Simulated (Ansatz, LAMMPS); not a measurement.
**Elastic response of amorphous 65GeO2-35La2O3 (mol %) (96 atoms)**

Aim: relax amorphous 65GeO2-35La2O3 (mol %) (96 atoms), then change its volume and shape to read moduli from the stress.

Main program and level: Ansatz 0.2.0; Kohn-Sham DFT, PBE, PAW (set soft_2), plane waves.

### Step 1. The starting structure

The cell holds 96 atoms: 17 Ge, 18 La and 61 O. Cell: a = 11.671 Å, b = 11.671 Å, c = 11.671 Å, α = 90.0°, β = 90.0°, γ = 90.0°. 96 atoms (17 Ge, 18 Nd, 61 O) placed at random at 5.25 g/cm³, melted at 5000 K for 10 ps at fixed volume with the Morse and Coulomb pair potential with partial charges (Pedone, Malavasi, Menziani, Cormack and Segre, J. Phys. Chem. B 110, 11780 (2006)). Quenched from 5000 K to 300 K at 20 K/ps and fixed volume, held 10 ps at zero pressure, then minimised at fixed cell. Then Nd was replaced by La and the cell scaled by 1.016 (the potential has no terms for the new elements, so the cell is a start for a DFT relaxation).

Limits known from the start: The quench rate of 20 K/ps far exceeds what a furnace or splat quench reaches, so expect more defects and frozen-in strain than in a real sample. The network of bonds at the start is that of the classical potential that made the cell, and needn't be the one that DFT or experiment would give. Sampling is at Γ alone. Spin–orbit coupling is left out, which matters for the levels of the heavy elements.

### Step 2. Single point at the start

A single point comes first, to see the forces before anything moves.

The input, input.yaml:

```yaml
crystal:
  lattice:
    - [11.67119, 0.0, 0.0]
    - [0.0, 11.67119, 0.0]
    - [0.0, 0.0, 11.67119]
  atoms:
    - { symbol: Ge, position: [0.63521, 0.03726, 0.88282] }
    - { symbol: Ge, position: [0.70423, 0.05837, 0.60092] }
    - { symbol: Ge, position: [0.86539, 0.55173, 0.85336] }
    - { symbol: Ge, position: [0.86484, 0.2913, 0.45482] }
    - { symbol: Ge, position: [0.87087, 0.0678, 0.24642] }
    - { symbol: Ge, position: [0.36037, 0.08843, 0.99551] }
    - { symbol: Ge, position: [0.15603, 0.38611, 0.03073] }
    - { symbol: Ge, position: [0.96663, 0.48826, 0.61809] }
    - { symbol: Ge, position: [0.42076, 0.41462, 0.40097] }
    - { symbol: Ge, position: [0.29569, 0.03892, 0.27975] }
    - { symbol: Ge, position: [0.58764, 0.62087, 0.13375] }
    - { symbol: Ge, position: [0.52122, 0.67452, 0.5836] }
    - { symbol: Ge, position: [0.91839, 0.80303, 0.33572] }
    - { symbol: Ge, position: [0.38638, 0.2509, 0.75542] }
    - { symbol: Ge, position: [0.43321, 0.36467, 0.1319] }
    - { symbol: Ge, position: [0.14094, 0.77111, 0.5328] }
    - { symbol: Ge, position: [0.2423, 0.64452, 0.01856] }
    - { symbol: La, position: [0.08318, 0.91138, 0.08977] }
    - { symbol: La, position: [0.8873, 0.47743, 0.17237] }
    - { symbol: La, position: [0.65532, 0.24132, 0.24942] }
    - { symbol: La, position: [0.66462, 0.32466, 0.93747] }
    - { symbol: La, position: [0.1202, 0.51838, 0.33802] }
    - { symbol: La, position: [0.35721, 0.73372, 0.31251] }
    - { symbol: La, position: [0.80438, 0.77491, 0.63133] }
    - { symbol: La, position: [0.64808, 0.37738, 0.62188] }
    - { symbol: La, position: [0.40693, 0.96631, 0.57196] }
    - { symbol: La, position: [0.23397, 0.54627, 0.73216] }
    - { symbol: La, position: [0.9694, 0.12423, 0.905] }
    - { symbol: La, position: [0.60708, 0.89296, 0.32981] }
    - { symbol: La, position: [0.20267, 0.26731, 0.53476] }
    - { symbol: La, position: [0.01854, 0.02588, 0.53535] }
    - { symbol: La, position: [0.17451, 0.89298, 0.80864] }
    - { symbol: La, position: [0.51736, 0.77126, 0.8606] }
    - { symbol: La, position: [0.82754, 0.78719, 0.98989] }
    - { symbol: La, position: [0.77, 0.56564, 0.40586] }
    - { symbol: O, position: [0.41283, 0.6142, 0.66327] }
    - { symbol: O, position: [0.8512, 0.19127, 0.33114] }
    - { symbol: O, position: [0.00751, 0.8107, 0.47404] }
    - { symbol: O, position: [0.08035, 0.43637, 0.14949] }
    - { symbol: O, position: [0.20649, 0.90483, 0.54217] }
    - { symbol: O, position: [0.47531, 0.77582, 0.48362] }
    - { symbol: O, position: [0.20517, 0.6828, 0.43534] }
    - { symbol: O, position: [0.95927, 0.07937, 0.12926] }
    - { symbol: O, position: [0.61033, 0.00636, 0.50002] }
    - { symbol: O, position: [0.82482, 0.97079, 0.61052] }
    - { symbol: O, position: [0.07654, 0.28675, 0.95854] }
    - { symbol: O, position: [0.29359, 0.35706, 0.08798] }
    - { symbol: O, position: [0.93426, 0.41424, 0.37284] }
    - { symbol: O, position: [0.47384, 0.35488, 0.52275] }
    - { symbol: O, position: [0.52831, 0.29957, 0.77765] }
    - { symbol: O, position: [0.754, 0.45708, 0.82228] }
    - { symbol: O, position: [0.27301, 0.39912, 0.39467] }
    - { symbol: O, position: [0.5, 0.03875, 0.95285] }
    - { symbol: O, position: [0.28641, 0.35514, 0.71896] }
    - { symbol: O, position: [0.723, 0.0375, 0.22732] }
    - { symbol: O, position: [0.83842, 0.69021, 0.80663] }
    - { symbol: O, position: [0.71604, 0.36376, 0.40521] }
    - { symbol: O, position: [0.19469, 0.51453, 0.95274] }
    - { symbol: O, position: [0.45009, 0.55566, 0.3734] }
    - { symbol: O, position: [0.96822, 0.92221, 0.9239] }
    - { symbol: O, position: [0.60455, 0.76431, 0.67539] }
    - { symbol: O, position: [0.36949, 0.67602, 0.951] }
    - { symbol: O, position: [0.53213, 0.74302, 0.20259] }
    - { symbol: O, position: [0.64074, 0.66716, 0.00291] }
    - { symbol: O, position: [0.76481, 0.3365, 0.10994] }
    - { symbol: O, position: [0.97872, 0.50291, 0.76706] }
    - { symbol: O, position: [0.14947, 0.75254, 0.97951] }
    - { symbol: O, position: [0.34707, 0.19471, 0.89002] }
    - { symbol: O, position: [0.24099, 0.99876, 0.97233] }
    - { symbol: O, position: [0.36289, 0.14884, 0.64839] }
    - { symbol: O, position: [0.49891, 0.49948, 0.1111] }
    - { symbol: O, position: [0.10343, 0.47038, 0.56979] }
    - { symbol: O, position: [0.13826, 0.72432, 0.6739] }
    - { symbol: O, position: [0.89751, 0.60914, 0.56671] }
    - { symbol: O, position: [0.89256, 0.57096, 0.99657] }
    - { symbol: O, position: [0.99932, 0.22192, 0.50659] }
    - { symbol: O, position: [0.90654, 0.82827, 0.1797] }
    - { symbol: O, position: [0.92731, 0.9688, 0.34499] }
    [... 12 atom lines left out ...]
    - { symbol: O, position: [0.95576, 0.65308, 0.31017] }
    - { symbol: O, position: [0.07166, 0.05481, 0.72815] }
    - { symbol: O, position: [0.62923, 0.05308, 0.73166] }
    - { symbol: O, position: [0.75357, 0.19083, 0.55849] }
    - { symbol: O, position: [0.37488, 0.88079, 0.75634] }
    - { symbol: O, position: [0.46683, 0.33687, 0.27764] }
kpoints:
  mp_grid: { grid: [1, 1, 1] }
hamiltonian:
  xc: pbe
scf:
  occupations: { method: gaussian, width: 0.05 }
output:
  forces: true
```

Run with:

```
ansatz run input.yaml --threads 4 --pin off --max-ram 8192MiB --backend cpu --events-out ev --progress --plain --runs-dir out
```

Log:

```text
[...]
Pseudopotentials: kind: paw
Pseudopotential: Ge, paw, valence charge 14, recommended cutoff 420 eV (normal), Ge.paw.azcp
Pseudopotential: La, paw, valence charge 11, recommended cutoff 420 eV (normal), La.paw.azcp
Pseudopotential: O, paw, valence charge 6, recommended cutoff 420 eV (normal), O.paw.azcp
[... 5 lines on functional and potentials left out ...]
Crystal: 96 atoms, lattice volume = 1589.811 Å³
Basis set: ecut = 420 eV, 31103 PW (Γ), exchange–correlation on 160×160×160 points (8 copies of the dense FFT grid, shifted against one another)
Bands: 497, of which v1, the nominal top of the filled ones, is band 401 counted from 1 (400 counted from 0)
Symmetry: 1 space group operations
Space group: P1 (ITA 1), of the structure as read, at distance tolerance 1.2e-4 Å
k-points: 1
[... 7 lines on functional and potentials left out ...]
Initial density: superposition of atomic densities (neutral atoms: chi_scale 0, normalization atom), corrected by the library's trained network
Initial wavefunctions: pseudopotential atomic-orbital guess
[...]
SCF iter   1: F=—  HF=-220211.369642 eV  |F-HF|=—  |Δ(HF+E_count)|=         —  Δρ=3.03e-3  dr2=1.78e-1  ethr=1.77e-3  ⟨swp⟩=5.0  Hψ=2000  notcnv=0
preconditioner: auto → Resta (q_TF=auto, 2.434 Å⁻¹)  ε∞=3.8  [insulator: Δε(μ)=2.788 eV  Ē_g=15.397 eV  σ=0.050 eV  W_gap=1.00  n_scr=388 (ndim 8)  ℏωp=25.8 eV  f_vac=0.136  D(μ)=0.00/eV (n_scr^D=0)  ε∞_Penn≈3.8]
SCF iter   2: F=—  HF=-220211.357703 eV  |F-HF|=—  |Δ(HF+E_count)|=   1.19e-2  Δρ=1.56e-3  dr2=3.33e-2  ethr=2.22e-5  ⟨swp⟩=2.0  Hψ=976  notcnv=0  defer=89
SCF iter   3: F=—  HF=-220211.360786 eV  |F-HF|=—  |Δ(HF+E_count)|=   3.08e-3  Δρ=7.19e-4  dr2=9.84e-3  ethr=4.15e-6  ⟨swp⟩=2.0  Hψ=806  notcnv=0  defer=57
automatic band count: iteration 3 solves 465 bands in place of 497: the levels show a gap, and the empty bands left out lie too high to hold charge; the band table lists the bands solved (type scf.n_extra_bands for more)
SCF iter   4: F=—  HF=-220211.362992 eV  |F-HF|=—  |Δ(HF+E_count)|=   2.21e-3  Δρ=2.75e-4  dr2=1.40e-3  ethr=1.23e-6  ⟨swp⟩=2.0  Hψ=651  notcnv=0  defer=57
SCF iter   5: F=—  HF=-220211.363166 eV  |F-HF|=—  |Δ(HF+E_count)|=   1.74e-4  Δρ=1.61e-4  dr2=4.58e-4  ethr=1.74e-7  ⟨swp⟩=3.0  Hψ=656  notcnv=0  defer=57
[...]
SCF iter  10: F=—  HF=-220211.363067 eV  |F-HF|=—  |Δ(HF+E_count)|=   3.49e-7  Δρ=2.69e-6  dr2=1.24e-7  ethr=7.47e-11  ⟨swp⟩=2.0  Hψ=791  notcnv=0  defer=57
SCF iter  11: F=-220211.363067 eV  HF=-220211.363067 eV  |F-HF|=3.46e-9  |Δ(HF+E_count)|=   1.00e-7  Δρ=1.22e-6  dr2=2.49e-8  ethr=1.25e-11  ⟨swp⟩=4.0  Hψ=1387  notcnv=0
SCF 1 converged in 11 iterations: F = -220211.363067 eV  dr2 = 2.49e-8
[...]
SCF converged after 11 iterations
Free energy (F): -220211.363067 eV
Harris-Foulkes:  -220211.363067 eV  (|F-HF|=3.46e-9)
Internal energy: -220211.363067 eV  (E = F + TS)
E sigma→0 (E₀):  -220211.363067 eV
Fermi energy:    7.746959 eV
--- Per-component energies (eV) ---
[...]
Σ components = -220211.363067   (vs F -220211.363067, Δ=0.00e0)
--- Forces (eV/Å), atoms counted from 1 ---
  atom   1  Ge     0.09094315     0.70499588    -0.35568938
  atom   2  Ge     0.54875074     0.09135164     0.11837790
  atom   3  Ge    -0.43703845    -0.73217931    -0.50487175
  atom   4  Ge     0.59664053     0.43400761    -0.48443844
[...]
atom  96  O      0.39301564    -1.28457992    -0.06449677
  max |Σ_I F_I| component: 3.22e-5 eV/Å
```

Run time: 15 s. Hardware: 4 threads of Intel Xeon Platinum 8488C (Sapphire Rapids), shared host; peak memory 2.5 GiB; 56 s of CPU time.

The r.m.s. force at the start is 0.70 eV/Å.

(Continued in part 2 of 4.)

[Logs are printed without paths, hosts, clocks, repeated set-up lines and the standing remarks that a program may print on its own settings, such as how far it seeks lower states.]

[Hosts, paths, dates, database ids (printed as entryN), source tags and the programs' standing remarks are cut or masked in the printed files.]
